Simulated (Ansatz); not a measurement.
**A frame of liquid Al2O3 from 2500 K (125 atoms): geometry optimisation**

Aim: bring a frame of liquid Al2O3 from 2500 K (125 atoms) to a nearby minimum of the energy and see what moves.

Program: Ansatz 0.2.0. Level of theory: Kohn-Sham DFT, PBEsol, PAW (set soft_2), plane waves. Results are calculated unless marked as measured.

### Step 1. Starting point

The cell holds 125 atoms: 50 Al and 75 O. Its edges and angles: a = 11.463 Å, b = 11.463 Å, c = 11.463 Å, α = 90.0°, β = 90.0°, γ = 90.0°. 125 atoms (50 Al, 75 O) placed at random at 2.81 g/cm³, melted at 4500 K for 20 ps at fixed volume with the Morse and Coulomb pair potential with partial charges (Pedone, Malavasi, Menziani, Cormack and Segre, J. Phys. Chem. B 110, 11780 (2006)). Snapshot at the end of a hold of 20 ps at 2500 K and fixed volume. The starting density is a measured one.

Limits known from the start: The starting topology of bonds comes from the classical model. Sampling is at Γ alone, for a cell whose shortest periodic width is 11 Å.

### Step 2. Single point at the start

A single point comes first, to see the forces before anything moves.

The input, input.yaml:

```yaml
crystal:
  lattice:
    - [11.4632, 0.0, 0.0]
    - [0.0, 11.4632, 0.0]
    - [0.0, 0.0, 11.4632]
  atoms:
    - { symbol: Al, position: [0.71249, 0.59162, 0.05378] }
    - { symbol: Al, position: [0.31765, 0.64399, 0.29789] }
    - { symbol: Al, position: [0.40215, 0.8185, 0.38441] }
    - { symbol: Al, position: [0.79453, 0.38597, 0.89437] }
    [... 115 atom lines left out ...]
    - { symbol: O, position: [0.81457, 0.48924, 0.45594] }
    - { symbol: O, position: [0.31304, 0.61178, 0.98779] }
    - { symbol: O, position: [0.48064, 0.68583, 0.30603] }
    - { symbol: O, position: [0.48284, 0.27391, 0.99082] }
    - { symbol: O, position: [0.26624, 0.74546, 0.40243] }
    - { symbol: O, position: [0.70083, 0.94192, 0.91566] }
kpoints:
  mp_grid: { grid: [1, 1, 1] }
hamiltonian:
  xc: pbesol
scf:
  occupations: { method: fermi_dirac, width: 0.025 }
output:
  forces: true
  stress: true
  populations: true
  dos:
    method: { smearing: { sigma: 0.08 } }
    de: 0.1
    projected: { site_lists: { Al: [Al], O: [O] } }
  eigenvalues: true
```

On the command line:

```bash
> ansatz run input.yaml --threads 4 --pin off --max-ram 8192MiB --backend cpu --events-out ev --progress --plain --runs-dir out
```

It took 16 s on 4 threads of Intel Xeon Platinum 8488C (Sapphire Rapids), shared host; peak memory 2.1 GiB.

Numbers from this run:

```
free energy                                      : -68402.9770 eV
free energy per atom                             : -547.2238 eV/atom
SCF cycles                                       : 11
pressure                                         : -3.591 GPa
r.m.s. force component                           : 2.127 eV/Å
longest force                                    : 10.94 eV/Å
Fermi energy                                     : 5.789 eV
gap (highest filled to lowest empty level) : 1.173 eV
spilling of the projection                       : 0.008936
```

The r.m.s. force component of 2.1 eV/Å and the pressure of -3.6 GPa set the starting point.

Neighbours are counted within 2.48 Å (O-Al).

Length of the force by element and coordination:

| element | coordination | atoms | mean length of the force (eV/Å) | spread | least | most |
| --- | --- | --- | --- | --- | --- | --- |
| Al | all | 50 | 3.66 | 1.93 | 0.546 | 10.9 |
| Al | 3 | 2 | 4.72 | 1.46 | 3.27 | 6.18 |
| Al | 4 | 29 | 3.65 | 1.59 | 0.657 | 7.40 |
| Al | 5 | 19 | 3.58 | 2.35 | 0.546 | 10.9 |
| O | all | 75 | 2.97 | 1.55 | 0.427 | 8.46 |
| O | 2 | 14 | 2.71 | 1.19 | 1.13 | 4.77 |
| O | 3 | 55 | 3.08 | 1.67 | 0.427 | 8.46 |
| O | 4 | 6 | 2.48 | 0.808 | 1.69 | 4.09 |

### Step 3. Relaxation

The atoms are relaxed in the fixed cell, aiming at the force tolerance of the input.

input.yaml, the sections that differ from step 2:

```yaml
output:
  forces: true
relax:
  f_tol: 0.03
  max_steps: 200
# crystal, kpoints, hamiltonian, scf: as in step 2
```

Run time: 2.6 min. Hardware: 4 threads; peak memory 2.1 GiB.

Step by step:

| step | energy less that of the first step (eV) | largest force component (eV/Å) |
| --- | --- | --- |
| 1 | 0.0000 | 8.5637 |
| 2 | -20.0961 | 4.7575 |
| 3 | -33.1340 | 2.0152 |
| 4 | -39.3405 | 1.2075 |
| 5 | -41.9381 | 0.7634 |
| 6 | -43.3666 | 0.6916 |
| 7 | -44.4400 | 0.5737 |
| 8 | -45.1931 | 0.7913 |
| 9 | -45.6600 | 0.5827 |
| 10 | -46.1412 | 0.6705 |
| 11 | -46.7941 | 0.5285 |
| 12 | -47.2908 | 0.9430 |
| 13 | -47.6757 | 0.3746 |
| 14 | -47.9786 | 0.7181 |
| 15 | -48.2960 | 0.3409 |
| 16 | -48.7310 | 0.4453 |
| 17 | -49.1524 | 0.4694 |
| 18 | -49.5840 | 0.5084 |
| 19 | -49.9758 | 0.2896 |
| 20 | -50.2033 | 0.0819 |
| 21 | -50.2255 | 0.0464 |
| 22 | -50.2263 | 0.0276 |

The atoms that moved most (Å):

| atom | dx | dy | dz | length |
| --- | --- | --- | --- | --- |
| O56 | -1.482 | -0.074 | -0.588 | 1.596 |
| O112 | -0.589 | 1.174 | -0.519 | 1.412 |
| O66 | 0.201 | 0.747 | -1.030 | 1.288 |
| O79 | -0.085 | 1.069 | -0.242 | 1.099 |
| O121 | -0.326 | -1.008 | 0.036 | 1.060 |
| O76 | 0.722 | 0.643 | -0.392 | 1.043 |
| Al24 | 0.710 | 0.350 | -0.607 | 0.998 |
| O118 | 0.582 | 0.617 | -0.514 | 0.992 |

The relaxation changed the energy by -402 meV/atom, and atoms moved by 0.57 Å r.m.s., 1.6 Å at most.

### Step 4. Structure statistics after relaxation

Bonds before and after, by the cutoffs listed below:

| pair | bonds before | bonds after | mean before (Å) | mean after (Å) | spread before (Å) | spread after (Å) |
| --- | --- | --- | --- | --- | --- | --- |
| O-Al | 210 | 218 | 1.883 | 1.849 | 0.195 | 0.095 |

Density 2.81 g/cm³, 12.05 Å³ an atom.

Pair distribution functions g(r), in bins of 0.2 Å:

| r (Å) | total | O-O | O-Al | Al-Al |
| --- | --- | --- | --- | --- |
| 1.60 | 0.11 | 0.00 | 0.23 | 0.00 |
| 1.80 | 3.83 | 0.00 | 7.97 | 0.00 |
| 2.00 | 0.87 | 0.00 | 1.81 | 0.00 |
| 2.20 | 0.13 | 0.00 | 0.28 | 0.00 |
| 2.40 | 0.13 | 0.32 | 0.03 | 0.00 |
| 2.60 | 0.72 | 1.60 | 0.12 | 0.55 |
| 2.80 | 1.40 | 3.18 | 0.16 | 1.09 |
| 3.00 | 1.50 | 2.62 | 0.48 | 2.04 |
| 3.20 | 1.16 | 1.13 | 0.67 | 2.66 |
| 3.40 | 1.06 | 0.63 | 0.95 | 2.37 |
| 3.60 | 0.80 | 0.45 | 1.10 | 0.67 |
| 3.80 | 0.88 | 0.59 | 1.21 | 0.56 |
| 4.00 | 0.86 | 0.54 | 1.31 | 0.27 |
| 4.20 | 1.00 | 0.50 | 1.40 | 0.90 |
| 4.40 | 1.01 | 0.64 | 1.44 | 0.59 |
| 4.60 | 1.13 | 0.97 | 1.35 | 0.82 |
| 4.80 | 0.99 | 1.23 | 0.87 | 0.85 |
| 5.00 | 1.06 | 1.50 | 0.78 | 0.94 |
| 5.20 | 1.02 | 1.38 | 0.68 | 1.23 |
| 5.40 | 0.93 | 1.23 | 0.66 | 1.12 |
| 5.60 | 0.93 | 1.14 | 0.71 | 1.11 |

Bonds by pair of elements; cutoffs follow the first minimum of g(r), held within bounds set by covalent radii, and pairs that aren't listed don't count as bonded:

| pair A-B | cutoff (Å) | bonds | mean length (Å) | spread (Å) | shortest (Å) | B about A | A about B |
| --- | --- | --- | --- | --- | --- | --- | --- |
| O-Al | 2.38 | 218 | 1.85 | 0.095 | 1.67 | 2.91 | 4.36 |

How many atoms have how many bonded neighbours:

| element | mean | 2 | 3 | 4 | 5 | 6 |
| --- | --- | --- | --- | --- | --- | --- |
| Al | 4.36 | 0 | 0 | 34 | 14 | 2 |
| O | 2.91 | 8 | 66 | 1 | 0 | 0 |

Bond angles (no mean is given where the spread exceeds 20°):

| angle | count | mean (°) | spread (°) |
| --- | --- | --- | --- |
| O-Al-O | 374 | - | - |
| Al-O-Al | 212 | 118 | 17.1 |

Oxygen atoms by the number of network formers (Si, P, Ge, B, Al, As, Ga) bound to them:

| network formers bound to O | O atoms | per cent |
| --- | --- | --- |
| 0 | 0 | 0 |
| 1 | 0 | 0 |
| 2 | 8 | 10.7 |
| 3 | 66 | 88 |
| 4 | 1 | 1.3 |

Network units: each former by its oxygen neighbours and how many of them bridge to another former:

| former | O neighbours | bridging O | atoms |
| --- | --- | --- | --- |
| Al | 4 | 4 | 34 |
| Al | 5 | 5 | 14 |
| Al | 6 | 6 | 2 |

Bond length by coordination (bonds to H left out):

| element | coordination | atoms | mean bond length (Å) |
| --- | --- | --- | --- |
| Al | 4 | 34 | 1.80 |
| Al | 5 | 14 | 1.91 |
| Al | 6 | 2 | 1.98 |
| O | 2 | 8 | 1.72 |
| O | 3 | 66 | 1.86 |
| O | 4 | 1 | 1.99 |

Rings of the network by King's shortest-path rule, up to 12 atoms, one path for each pair of neighbours; H, halogens, alkali and alkaline-earth atoms are left out, and the last column divides by all other atoms, bonded or not:

| ring size (atoms) | rings | per network atom |
| --- | --- | --- |
| 4 | 21 | 0.168 |
| 6 | 59 | 0.472 |
| 8 | 105 | 0.84 |
| 10 | 27 | 0.216 |
| 12 | 4 | 0.032 |

First main peaks of g(r), for some of the pairs, lie near 2.8 Å (O-O), 1.8 Å (O-Al) and 3.3 Å (Al-Al). With the cutoffs above, 68 % of Al atoms have 4 and 88 % of O atoms have 3 bonded neighbours. 11 % of the oxygens bridge two formers (Al) and 0 % are non-bridging; 88 % join three; 1 % join four. The commonest Al unit has 4 oxygens, 4 of them shared with other formers (34 of 50 atoms). Bonds at O atoms with 2 neighbours average 1.72 Å, against 1.86 Å at those with 3. Rings of 8 atoms are the most common (49 % of those counted); sizes run from 4 to 12, where the search stops.

### Step 5. Single point at the relaxed geometry

One more single point at the end of the walk gives the fuller output and checks the residual forces.

The input, input.yaml:

```yaml
crystal:
  lattice:
    - [11.4632, 0.0, 0.0]
    - [0.0, 11.4632, 0.0]
    - [0.0, 0.0, 11.4632]
  atoms:
    - { symbol: Al, position: [0.67213, 0.6038, 0.01086] }
    - { symbol: Al, position: [0.32075, 0.63236, 0.32191] }
    - { symbol: Al, position: [0.39102, 0.84693, 0.37198] }
    - { symbol: Al, position: [0.79342, 0.37603, 0.90677] }
    [... 115 atom lines left out ...]
    - { symbol: O, position: [0.81757, 0.49318, 0.45292] }
    - { symbol: O, position: [0.28463, 0.52383, 0.99089] }
    - { symbol: O, position: [0.4569, 0.70979, 0.30778] }
    - { symbol: O, position: [0.46914, 0.27277, 0.00381] }
    - { symbol: O, position: [0.26345, 0.74494, 0.41602] }
    - { symbol: O, position: [0.69674, 0.91866, 0.93682] }
kpoints:
  mp_grid: { grid: [1, 1, 1] }
hamiltonian:
  xc: pbesol
scf:
  occupations: { method: fermi_dirac, width: 0.025 }
output:
  forces: true
  stress: true
  populations: true
  dos:
    method: { smearing: { sigma: 0.08 } }
    de: 0.1
    projected: { site_lists: { Al: [Al], O: [O] } }
  eigenvalues: true
  write_density: true
  write_potential: true
  volumetric_format: npy
  elf: true
```

The job ended after 17 s (4 threads; peak memory 2.1 GiB).

The run gave:

| Quantity | Value |
| --- | --- |
| free energy | -68453.2033 eV |
| free energy per atom | -547.6256 eV/atom |
| SCF cycles | 10 |
| pressure | -6.812 GPa |
| r.m.s. force component | 0.00559 eV/Å |
| longest force | 0.036 eV/Å |
| Fermi energy | 5.994 eV |
| gap (highest filled to lowest empty level) | 2.245 eV |
| spilling of the projection | 0.008698 |

Löwdin charges by element and coordination (they lack the spilled electrons, 0.042 e an atom on average):

| element | coordination | atoms | mean charge (e) | spread | least | most |
| --- | --- | --- | --- | --- | --- | --- |
| Al | all | 50 | 1.32 | 0.0289 | 1.25 | 1.38 |
| Al | 4 | 34 | 1.34 | 0.0244 | 1.28 | 1.38 |
| Al | 5 | 14 | 1.31 | 0.0144 | 1.27 | 1.33 |
| Al | 6 | 2 | 1.25 | 4.0e-4 | 1.25 | 1.25 |
| O | all | 75 | -0.813 | 0.0182 | -0.868 | -0.770 |
| O | 2 | 8 | -0.849 | 0.0123 | -0.868 | -0.828 |
| O | 3 | 66 | -0.810 | 0.0128 | -0.845 | -0.771 |
| O | 4 | 1 | -0.770 | 0 | -0.770 | -0.770 |

States in the cell by windows of 1 eV, zero at the Fermi level; the larger projections on atomic orbitals stand beside the total:

| from (eV) | to (eV) | total | O p | Al p | Al s | O s |
| --- | --- | --- | --- | --- | --- | --- |
| -18 | -17 | 8.7 | 0.1 | 1.2 | 0.5 | 7.0 |
| -17 | -16 | 2.0 | 0.0 | 0.3 | 0.1 | 1.6 |
| -16 | -9 | 0.0 | 0.0 | 0.0 | 0.0 | 0.0 |
| -9 | -8 | 27.5 | 20.3 | 1.8 | 4.8 | 0.5 |
| -8 | -7 | 47.0 | 35.3 | 4.5 | 5.8 | 1.2 |
| -7 | -6 | 61.6 | 48.2 | 8.5 | 3.0 | 1.4 |
| -6 | -5 | 75.0 | 62.9 | 8.5 | 1.7 | 1.1 |
| -5 | -4 | 86.8 | 77.5 | 6.3 | 0.9 | 1.0 |
| -4 | -3 | 86.7 | 81.5 | 3.0 | 0.4 | 0.6 |
| -3 | -2 | 54.1 | 51.7 | 1.3 | 0.1 | 0.3 |
| -2 | -1 | 11.2 | 10.6 | 0.3 | 0.0 | 0.1 |
| -1 | 0 | 0.0 | 0.0 | 0.0 | 0.0 | 0.0 |
| 0 | 1 | 0.1 | 0.0 | 0.0 | 0.0 | 0.0 |
| 1 | 2 | 1.9 | 0.0 | 0.1 | 1.2 | 0.5 |
| 2 | 3 | 5.3 | 0.9 | 1.8 | 1.4 | 1.1 |
| 3 | 4 | 17.0 | 2.7 | 6.8 | 3.7 | 2.9 |
| 4 | 5 | 31.1 | 4.5 | 14.9 | 5.2 | 4.0 |

The curve was stored every 0.10 eV, coarse against its broadening of 0.08 eV, so these counts are rough.

Between -21 and -18 eV lie 139 more states.

The levels nearest the highest filled one (over half full), pooled over k-points and spins:

| level less the highest filled one (eV) | occupation |
| --- | --- |
| -0.852 | 2 |
| -0.754 | 2 |
| -0.701 | 2 |
| -0.685 | 2 |
| -0.542 | 2 |
| 0 | 2 |
| 2.25 | 0 |
| 3.65 | 0 |
| 4.00 | 0 |
| 4.12 | 0 |
| 4.25 | 0 |
| 4.30 | 0 |

Mean Löwdin charges: Al +1.32, O -0.81 e (they miss 0.87 % of the electrons, so they add up to more than the cell's charge). The largest share in the top eV of filled states is O p (96 % of the projected weight), and in the lowest eV of empty states Al s (64 % of the projected weight).

1 further run on a deliberately doubtful input is not shown.

### Step 6. Results

```yaml
energy_change_in_the_relaxation: -401.8 meV/atom
r_m_s_displacement: 0.574 Å
largest_displacement: 1.596 Å
free_energy_per_atom: -547.6256 eV/atom
pressure: -6.812 GPa
r_m_s_force_component: 0.00559 eV/Å
spacing_of_highest_filled_and_lowest_empty_level: 2.245 eV
wall_time_of_the_4_dft_runs_those_left_out_included: 3.4 min
```

What this shows: Relaxation lowers the energy by 402 meV/atom and moves atoms by 0.57 Å r.m.s.; the r.m.s. force component goes from 2.1 to 0.0056 eV/Å, the pressure goes from -3.6 to -6.8 GPa, and the gap from 1.17 to 2.25 eV. By the final cutoffs 14 of 210 bonded pairs parted and 22 joined. First to last step the energy falls by 50.226 eV; the largest move, 1.60 Å, is that of O56. The O-Al bonds go from 1.883 Å (spread 0.195) to 1.849 Å (spread 0.095), and their number from 210 to 218. With the cutoffs above, 68 % of Al atoms have 4 and 88 % of O atoms have 3 bonded neighbours. 11 % of the oxygens bridge two formers (Al) and 0 % are non-bridging; 88 % join three; 1 % join four. The highest filled and lowest empty levels differ by 2.25 eV (at Γ alone); a semilocal functional tends to put such gaps too low. In a disordered cell it changes from sample to sample and from frame to frame.

**Limits.** The network of bonds at the start is that of the classical potential that made the cell; in DFT 14 of its 210 bonded pairs passed out of the cutoffs and 22 came within them. The stress is far from hydrostatic: its diagonal is -8.4, -4.4, -7.6 GPa, compression counted positive. The pressure of -6.8 GPa means that a free cell would contract at this level.

[Logs are printed without paths, hosts, clocks, repeated set-up lines and the standing remarks that a program may print on its own settings, such as how far it seeks lower states.]

[Hosts, paths, dates, database ids (printed as entryN), source tags and the programs' standing remarks are cut or masked in the printed files.]
